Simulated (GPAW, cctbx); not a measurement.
# What do these deviations say about the bonding?

ScPtC2, P4/nmm (no. 129, origin choice 1), a = 3.6712 Å, b = 3.6712 Å, c = 7.4281 Å, α = 90.00°, β = 90.00°, γ = 90.00°.

```
atom  mult.    x    y       z
 Pt1      2  1/2  1/2       0
 Sc1      2  1/2    0  0.3471
  C1      2  1/2    0  0.6366
  C2      2  1/2    0  0.8186
```

The start was made by putting kin elements into a known structure type; the compound need not exist, or be stable, in this form.

Absolute values of the static structure factors of the conventional cell from DFT (PBE, GPAW) against free spherical atoms, in electrons:

| hkl | d (Å) | free atoms | crystal |
| --- | --- | --- | --- |
| 001 | 7.428 | 127.08 | 126.79 |
| 002 | 3.714 | 123.99 | 123.89 |
| 101 | 3.291 | 12.94 | 12.22 |
| 102 | 2.611 | 27.14 | 26.65 |
| 110 | 2.596 | 88.39 | 87.31 |
| 003 | 2.476 | 160.42 | 159.84 |
| 111 | 2.451 | 150.67 | 150.69 |
| 112 | 2.128 | 141.56 | 141.47 |
| 103 | 2.053 | 5.56 | 5.42 |
| 004 | 1.857 | 95.28 | 95.11 |

**Question.** Which way does charge move, and which reflections show it best?

Project each element's phase sum on the total phase. |F| rises if density moves to atoms that scatter in phase and falls if it moves to atoms that scatter against it; the rule is for low angles, since changes of shape take over beyond. Where all elements are in phase the terms compete, and the compactness of the donor's and the acceptor's density matters too.

| hkl | Pt in phase | Sc in phase | C in phase | change (e) | (%) |
| --- | --- | --- | --- | --- | --- |
| 001 | +2.0 | -1.1 | -0.5 | -0.29 | -0.2 |
| 002 | +2.0 | -0.7 | -1.6 | -0.10 | -0.1 |
| 101 | 0.0 | +1.6 | -3.3 | -0.71 | -5.5 |
| 102 | 0.0 | +1.9 | -0.5 | -0.50 | -1.8 |
| 110 | +2.0 | -2.0 | -4.0 | -1.09 | -1.2 |
| 003 | +2.0 | +1.9 | -0.2 | -0.58 | -0.4 |
| 111 | +2.0 | +1.1 | +0.5 | +0.02 | 0.0 |
| 112 | +2.0 | +0.7 | +1.6 | -0.09 | -0.1 |

Low-angle reflections that set elements apart and change by more than 0.05 e: 001, 002, 101, 102, 110 and 003 (111 hardly moves and tells little). The signs fit a gain of density on C and a loss on Pt and Sc. The best witness is 101, -5.5 %, where C enters with -3.3. The real-space density agrees: Voronoi charges Pt +0.17, Sc +0.34, C -0.25 e. The shortest bond, C–C, has Δρ = +0.70 e/Å³ at its midpoint, a covalent bond charge.

[Outputs are excerpts: Python notices, other lines and further rows are left out; steps that failed or that the build refused (PBEsol, TPSS) are not shown.]

[Logs are printed without paths, hosts, clocks, repeated set-up lines and the standing remarks that a program may print on its own settings, such as how far it seeks lower states.]
